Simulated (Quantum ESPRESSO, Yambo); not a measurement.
Planning a run of Yambo 5.3.0 on CsGeCl3 (R3m). The input:

```
HF_and_locXC
gw0
dyson
ppa
em1d
rim_cut
RandQpts= 1000000
RandGvec= 1 RL
EXXRLvcs= 116 Ry
VXCRLvcs= 464 Ry
Chimod= "HARTREE"
% BndsRnXp
 1 | 166 |
%
NGsBlkXp= 9 Ry
% LongDrXp
 1 | 1 | 1 |
%
% GbndRnge
 1 | 166 |
%
DysSolver= "n"
ExtendOut
PPAPntXp= 5 eV
% QPkrange
 13 | 13 | 25 | 28 |
 1 | 1 | 25 | 28 |
%
```

```sh
OMP_NUM_THREADS=1 mpirun -n 16 yambo -F gw5.in -J gw5 -C gw5 > gw5.log
```

The stored states that it reads are on a 4×4×4 mesh. The structure is trigonal, space group R3m (No. 160). Conventional cell: a = 7.694 Å, b = 7.694 Å, c = 9.535 Å, α = 90.00°, β = 90.00°, γ = 120.00°. Cs has 12 Cl at 3.86 to 3.90 Å nearest. Ge has 3 Cl at 2.37 Å nearest. Cl has 2 Ge at 2.37 to 3.10 Å and 4 Cs at 3.86 to 3.90 Å nearest. Farther neighbours and most contacts between anions are not listed.

**Question.** How long will it take on 16 MPI ranks of Arm Neoverse V2, shared host, and how much memory?

It took 10 min; on shared hardware allow 5.1 min to 20 min. Peak host memory was 20 GiB.

The screening grows as filled bands × empty bands × pairs of k points, times the square of the screening basis for the matrix.

[Paths, hosts, dates, memory and timing lines, banners, echoed tables and standing remarks are left out of the program output.]

[Logs are printed without paths, hosts, clocks, repeated set-up lines and the standing remarks that a program may print on its own settings, such as how far it seeks lower states.]

[Runs of the session that timed out or met a known fault of the program may be left out.]

[Hosts, paths, dates, database ids (printed as entryN), source tags and the programs' standing remarks are cut or masked in the printed files.]
